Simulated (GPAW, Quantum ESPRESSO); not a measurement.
Consider Ag2PdO2 (Immm).

```xyz
5
Lattice="-1.5040 2.2776 4.9489 1.5040 -2.2776 4.9489 1.5040 2.2776 -4.9489" Properties=species:S:1:pos:R:3 pbc="T T T"
Ag    0.0000    0.0000    6.3585
Ag    0.0000    0.0000    3.5392
Pd    0.0000    0.0000    0.0000
O     1.5040    0.0000    1.3590
O     0.0000    2.2776    3.5899
```

Absorber: atom 4, with 2 Pd at 2.03 Å and 2 Ag at 2.28 Å (4-fold, site symmetry mm2). Method: Quantum ESPRESSO XSpectra, LDA, excited-electron core hole (neutral cell), 10-atom cell with 5.5 Å between holes, 7×6×7 k points, dipole transitions, Lorentzian half width 0.3 eV up to 4 eV, rising linearly to 2.5 eV at 25 eV.

**Question.** Where do the maxima of the O K edge fall?

Main maxima up to 24 eV above the zero (height): 0.9 eV (2.43), 6.7 eV (1.27) and 13.2 eV (0.96). A K edge sees empty p states; the first features are O p mixed into the empty d states of the Pd neighbours, and the broad ones above probably into the cations' higher empty bands. The total-energy difference is 533.70 eV. One term is added: -8.83 eV, since the hole is spin-paired here and a spin-polarised one costs that much less in the free atom (computed apart). The photon energy is then 524.87 eV. The functional leaves an error in such absolute values: in the free atom LDA prices this hole 4.1 eV below PBE (computed apart), and PBE is itself good to a few eV.

The O K spectrum (energy from the energy zero of the input (xe0, at the border of filled and empty states); intensity scaled to a mean of 1 over the first 20 eV; the points at xe0, where the cut of filled states can leave a spike, are interpolated; polarised curves are means over the symmetry-equivalent atoms):

```tsv
E (eV)	isotropic	ε ∥ x	ε ∥ y	ε ∥ z
-2.0	0.08	0.09	0.06	0.09
-1.5	0.11	0.13	0.09	0.13
-1.0	0.19	0.21	0.14	0.21
-0.5	0.38	0.43	0.25	0.46
0.0	1.30	1.42	0.76	1.72
0.5	2.37	2.79	1.41	2.92
1.0	2.36	3.27	2.36	1.45
1.5	1.39	1.24	1.64	1.29
2.0	0.93	0.82	0.90	1.07
2.5	0.92	0.80	0.86	1.09
3.0	0.91	0.78	0.87	1.08
3.5	0.98	0.84	1.09	1.01
4.0	1.03	0.78	1.32	1.00
4.5	1.04	0.78	1.36	0.98
5.0	1.01	0.81	1.23	1.00
5.5	1.12	0.87	1.27	1.22
6.0	1.21	1.05	1.26	1.31
6.5	1.26	1.37	1.12	1.28
7.0	1.24	1.59	0.97	1.15
7.5	1.12	1.59	0.82	0.94
8.0	0.99	1.42	0.74	0.81
8.5	0.88	1.17	0.73	0.76
9.0	0.85	1.04	0.77	0.74
9.5	0.85	0.99	0.83	0.75
10.0	0.89	0.99	0.89	0.79
10.5	0.93	1.03	0.91	0.85
11.0	0.95	1.06	0.91	0.89
11.5	0.95	1.08	0.88	0.90
12.0	0.95	1.08	0.85	0.92
12.5	0.96	1.08	0.84	0.95
13.0	0.96	1.07	0.85	0.97
13.5	0.96	1.05	0.86	0.97
14.0	0.95	1.01	0.87	0.97
14.5	0.92	0.96	0.84	0.95
15.0	0.87	0.90	0.79	0.92
15.5	0.81	0.82	0.73	0.87
16.0	0.74	0.74	0.68	0.82
16.5	0.70	0.67	0.64	0.78
17.0	0.66	0.62	0.62	0.76
17.5	0.64	0.58	0.60	0.75
18.0	0.63	0.56	0.59	0.75
18.5	0.63	0.55	0.59	0.76
19.0	0.64	0.55	0.60	0.78
19.5	0.66	0.56	0.61	0.79
20.0	0.67	0.57	0.64	0.80
20.5	0.69	0.59	0.67	0.81
21.0	0.71	0.61	0.71	0.81
21.5	0.74	0.64	0.76	0.81
22.0	0.76	0.67	0.80	0.81
22.5	0.78	0.70	0.84	0.81
23.0	0.81	0.74	0.87	0.80
23.5	0.83	0.78	0.90	0.80
24.0	0.84	0.82	0.91	0.79
24.5	0.85	0.85	0.92	0.79
25.0	0.86	0.88	0.92	0.78
25.5	0.86	0.89	0.92	0.78
26.0	0.85	0.89	0.90	0.77
26.5	0.84	0.88	0.88	0.75
27.0	0.81	0.85	0.86	0.73
27.5	0.79	0.82	0.84	0.70
28.0	0.77	0.80	0.83	0.68
28.5	0.75	0.77	0.81	0.66
29.0	0.73	0.75	0.80	0.65
29.5	0.72	0.74	0.79	0.64
30.0	0.71	0.73	0.77	0.63
30.5	0.70	0.72	0.76	0.63
31.0	0.69	0.72	0.74	0.62
31.5	0.69	0.71	0.72	0.62
32.0	0.68	0.71	0.70	0.63
```

The unit cell's mesh shows no gap over 0.35 eV. That is right for a metallic compound; for a small-gap or correlated insulator it would be the fault of the functional or of the assumed magnetic order, and the hole would be screened too well. The holes are only 5.5 Å apart, so the shape is probably not converged with cell size; no larger cell was run here. The structure is a published determination, not relaxed.

[Banner, clock and machine lines of the logs are left out without a mark of their own.]

[Logs are printed without paths, hosts, clocks, repeated set-up lines and the standing remarks that a program may print on its own settings, such as how far it seeks lower states.]

[Hosts, paths, dates, database ids (printed as entryN), source tags and the programs' standing remarks are cut or masked in the printed files.]

[Lists of maxima count a maximum above −3 eV only where it reaches 4 % of the highest in the window and stands out from its surroundings by 2 % of it (1.5 % where it reaches 55 %); shoulders and weaker maxima are passed over, and of the rest the first, up to two pre-edge ones and the few strongest are named.]
